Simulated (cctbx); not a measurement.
# Accept or mend?

Cell a = 4.9860 Å, b = 4.9860 Å, c = 3.7660 Å, α = 90.00°, β = 90.00°, γ = 120.00°; space group P-6m2 (no. 187).

The data are simulated with cctbx, not measured: synchrotron X-rays, λ = 0.6889 Å, to d = 0.77 Å, 50 % of the full sphere, strongest reflection 40000 counts, noise from counting, a 2 % proportional error and a noise floor of 2 counts (s.d.); no absorption, and some extinction, which the refinements don't model.

An anisotropic refinement with weights 1/σ² prints:

```text
Rint 0.017, 93 unique reflections to 0.78 A
cycle     R1     wR2    GooF  max shift (A)
   1  0.0178  0.0486   3.145   0.00104
   2  0.0112  0.0313   2.026   0.00003
final R1 0.0113 wR2 0.0313 GooF 2.026  parameters 10  data/parameter 9.3
atom        x        y        z      Ueq    occ   su(xyz)  su(Uiso or U11)
Dy1    0.66667  0.33333  0.00000   0.0151  1.000  0.00000  0.0002
Co1    0.17095  0.34190  0.50000   0.0184  1.000  0.00116  0.0004
V1     0.33333  0.66667  0.00000   0.0074  1.000  0.00000  0.0010
Co2    0.00000  0.00000  0.00000   0.0289  1.000  0.00000  0.0015
difference map: max 0.50 min -0.45 rms 0.10
Q1    0.6667  0.3333  0.5000    1    0.53  1.88 A from Dy1
Q2    0.4473  0.1024  0.4085   12    0.25  1.41 A from Co1
Q3    0.5581  0.1162  0.1183    6    0.24  1.04 A from Dy1
Q4    0.2106  0.6053  0.3394    6    0.21  1.37 A from Co1
Q5    0.1281  0.0641  0.3321    6    0.20  1.37 A from Co2
Q6    0.5600  0.1200  0.5000    3    0.19  1.75 A from Co1
```

**Question.** Can this result stand? If not, what is the likely fault?

Mend it. The fault: elements exchanged: Co2 is V and V1 is Co. Against the right model at the same level, R1 goes from 0.0056 to 0.0113 and GooF from 0.84 to 2.03, U of V1 shrinks from 0.0152 to 0.0074 Å², U of Co2 swells from 0.0207 to 0.0289 Å² and the top difference peak, 0.5 e/Å³, lies 1.88 Å from Dy1. Co2 has 4 electrons too many and its U swells to shed them, as expected; V1 has 4 electrons too few and its U shrinks to make up, as expected.

The compound is DyVCo4. The right model at the same level gives:

```text
Rint 0.017, 93 unique reflections to 0.78 A
cycle     R1     wR2    GooF  max shift (A)
   1  0.0105  0.0259   1.680   0.00222
   2  0.0056  0.0129   0.838   0.00000
final R1 0.0056 wR2 0.0129 GooF 0.838  parameters 10  data/parameter 9.3
atom        x        y        z      Ueq    occ   su(xyz)  su(Uiso or U11)
Dy1    0.66667  0.33333  0.00000   0.0148  1.000  0.00000  0.0001
Co1    0.17057  0.34115  0.50000   0.0181  1.000  0.00046  0.0002
Co2    0.33333  0.66667  0.00000   0.0152  1.000  0.00000  0.0005
V1     0.00000  0.00000  0.00000   0.0207  1.000  0.00000  0.0007
Flack x: 0.05(2)
Hooft y: 0.034(43)  Bijvoet pairs: 38
difference map: max 0.21 min -0.22 rms 0.05
Q1    0.6667  0.3333  0.5000    1    0.23  1.88 A from Dy1
Q2    0.0699  0.1398  0.3456    6    0.14  1.05 A from Co1
Q3    0.2640  0.5281  0.3346    6    0.14  1.02 A from Co1
Q4    0.0000  0.0000  0.3870    2    0.12  1.46 A from V1
Q5    0.3627  0.0221  0.3485   12    0.10  1.12 A from Co1
Q6    0.1566  0.0783  0.1533    6    0.10  0.89 A from V1
```

The model is made up (kin elements in a known structure type, no relaxation), so it says nothing on whether the phase exists.

[Middle refinement cycles are left out of these outputs.]

[Logs are printed without paths, hosts, clocks, repeated set-up lines and the standing remarks that a program may print on its own settings, such as how far it seeks lower states.]
